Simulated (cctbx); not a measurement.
# Diagnosing a refinement

Cell a = 5.9300 Å, b = 5.9300 Å, c = 9.3110 Å, α = 90.00°, β = 90.00°, γ = 120.00°; space group P6/mmm (no. 191). The compound is YbRu6Pb6.

The data are simulated with cctbx, not measured: Mo Kα, λ = 0.71073 Å, to d = 0.84 Å, 95 % of the full sphere, strongest reflection 70000 counts, noise from counting, a 4 % proportional error and a noise floor of 4 counts (s.d.); no absorption.

An anisotropic refinement with weights 1/σ² prints:

```text
Rint 0.033, 137 unique reflections to 0.84 A
cycle     R1     wR2    GooF  max shift (A)
   1  0.0913  0.2934  19.636   0.00510
   3  0.0350  0.1291   8.636   0.00000
final R1 0.0350 wR2 0.1291 GooF 8.636  parameters 13  data/parameter 10.5
atom        x        y        z      Ueq    occ   su(xyz)  su(Uiso or U11)
Pb1    0.00000  0.00000  0.33939   0.0067  1.000  0.00022  0.0011
Yb1    0.33333  0.66667  0.00000  -0.0006  1.000  0.00000  0.0011  NPD
Pb2    0.33333  0.66667  0.50000   0.0057  1.000  0.00000  0.0011
Pb3    0.00000  0.00000  0.00000   0.0120  1.000  0.00000  0.0013
Ru1    0.00000  0.50000  0.25303   0.0047  1.000  0.00029  0.0016
difference map: max 7.35 min -4.75 rms 0.69
Q1    0.3333  0.6667  0.0000    2    7.38  0.00 A from Yb1
Q2    0.0000  0.0000  0.1306    2    4.20  1.22 A from Pb3
Q3    0.0000  0.0000  0.2233    2    4.06  1.08 A from Pb1
Q4    0.3333  0.6667  0.5000    2    2.71  0.00 A from Pb2
Q5    0.0000  0.0000  0.3753    2    1.90  0.33 A from Pb1
Q6    0.0000  0.5000  0.5000    3    1.21  1.71 A from Pb2
```

**Question.** Can this result stand? If not, what is the likely fault?

Mend it. The fault: elements exchanged: Pb3 is Yb and Yb1 is Pb. Against the right model at the same level, R1 goes from 0.0060 to 0.0350 and GooF from 0.96 to 8.64, U of Yb1 shrinks from 0.0062 to -0.0006 Å², U of Pb3 swells from 0.0054 to 0.0120 Å², the top difference peak, 7.4 e/Å³, lies on Yb1, a hole of -4.8 e/Å³ opens and Yb1 goes non-positive-definite. Pb3 has 12 electrons too many and its U swells to shed them, as expected; Yb1 has 12 electrons too few and its U shrinks to make up, as expected.

The compound is YbRu6Pb6. The right model at the same level gives:

```text
Rint 0.033, 137 unique reflections to 0.84 A
cycle     R1     wR2    GooF  max shift (A)
   1  0.0076  0.0247   1.656   0.00043
   2  0.0060  0.0143   0.959   0.00000
final R1 0.0060 wR2 0.0143 GooF 0.959  parameters 13  data/parameter 10.5
atom        x        y        z      Ueq    occ   su(xyz)  su(Uiso or U11)
Pb1    0.00000  0.00000  0.34001   0.0069  1.000  0.00003  0.0001
Pb2    0.33333  0.66667  0.00000   0.0062  1.000  0.00000  0.0001
Pb3    0.33333  0.66667  0.50000   0.0052  1.000  0.00000  0.0001
Yb1    0.00000  0.00000  0.00000   0.0054  1.000  0.00000  0.0001
Ru1    0.00000  0.50000  0.25309   0.0049  1.000  0.00003  0.0002
difference map: max 0.36 min -0.57 rms 0.12
Q1    0.2040  0.6020  0.3153   12    0.36  1.20 A from Ru1
Q2    0.0000  0.0000  0.4258    2    0.36  0.80 A from Pb1
Q3    0.3333  0.6667  0.4541    4    0.35  0.43 A from Pb3
Q4    0.3333  0.6667  0.1969    4    0.34  1.79 A from Ru1
Q5    0.0000  0.5000  0.0000    3    0.34  1.71 A from Pb2
Q6    0.0000  0.0000  0.0000    1    0.34  0.00 A from Yb1
```

The model is made up (kin elements in a known structure type, no relaxation), so it says nothing on whether the phase exists.

[Middle refinement cycles are left out of these outputs.]

[Logs are printed without paths, hosts, clocks, repeated set-up lines and the standing remarks that a program may print on its own settings, such as how far it seeks lower states.]
